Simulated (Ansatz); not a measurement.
**What do other settings change for (8,8) carbon nanotube bundle (192 atoms)?**

The cell holds 192 atoms: 192 C. Cell: a = 14.150 Å, b = 14.150 Å, c = 14.760 Å, α = 90.0°, β = 90.0°, γ = 120.0°. It derives from C (graphene). Graphene sheet (a = 2.46 Å) rolled into a (8,8) tube of diameter 10.85 Å, 6 periods, hexagonal bundle with 3.3 Å between walls; every coordinate displaced by a Gaussian of 0.05 Å.

Geometry: as built.

Reference run: Kohn-Sham DFT, PBE+D3(BJ), PAW (set soft_2), plane waves (Ansatz 0.2.0), cutoff 420 eV, Γ point, fermi-dirac smearing of 0.025 eV.

| Quantity | Value |
| --- | --- |
| r.m.s. force component | 3.359 eV/Å |
| pressure | 6.254 GPa |
| SCF cycles | 11 |
| time | 68 s on 4 threads of Intel Xeon Platinum 8488C (Sapphire Rapids), shared host |

**Question.** The same geometry is run again with each of these changes. How far do the results move, and how long does each run take?
- support functions low
- support functions medium
- support functions medium, spacing 0.411 Å
- support functions medium, spacing 0.343 Å

Each row is set against the plane-wave reference (Kohn-Sham DFT, PBE+D3(BJ), PAW (set soft_2), plane waves; r.m.s. force component 3.36 eV/Å). Energies are set beside the reference only for runs with its functional, potentials and electron count. Times are for 4 threads of Intel Xeon Platinum 8488C (Sapphire Rapids), shared host. The reference's time includes the DOS, the stress and grids, which some other runs skip.

| run | Δ force, r.m.s. (meV/Å) | share of r.m.s. force (%) | Δ energy (meV/atom) | cycles | time | host memory (GiB) |
| --- | --- | --- | --- | --- | --- | --- |
| reference | - | - | - | 11 | 68 s | 3.8 |
| support functions low | 1.97 | 0.0586 | -3.75 | 14 | 4.2 min | 5.9 |
| support functions medium | 1.98 | 0.059 | -3.75 | 15 | 3.7 min | 6.1 |
| support functions medium, spacing 0.411 Å | 881 | 26.2 | 405 | 16 | 2 min | 3.5 |
| support functions medium, spacing 0.343 Å | 21.4 | 0.637 | 3.95 | 15 | 2.4 min | 4.0 |

Among numerical settings the force difference runs from 2.0 meV/Å (support functions low) to 881 meV/Å (support functions medium, spacing 0.411 Å). At 192 atoms the fastest of the runs at a preset level, support functions medium, takes roughly 3.3 times the time of plane waves (whose run also made extra analyses, so the like-for-like ratio is larger), in 15 SCF cycles against 11. Differences between support functions and plane waves include what basis error the plane-wave run still has. 

[Hosts, paths, dates, database ids (printed as entryN), source tags and the programs' standing remarks are cut or masked in the printed files.]
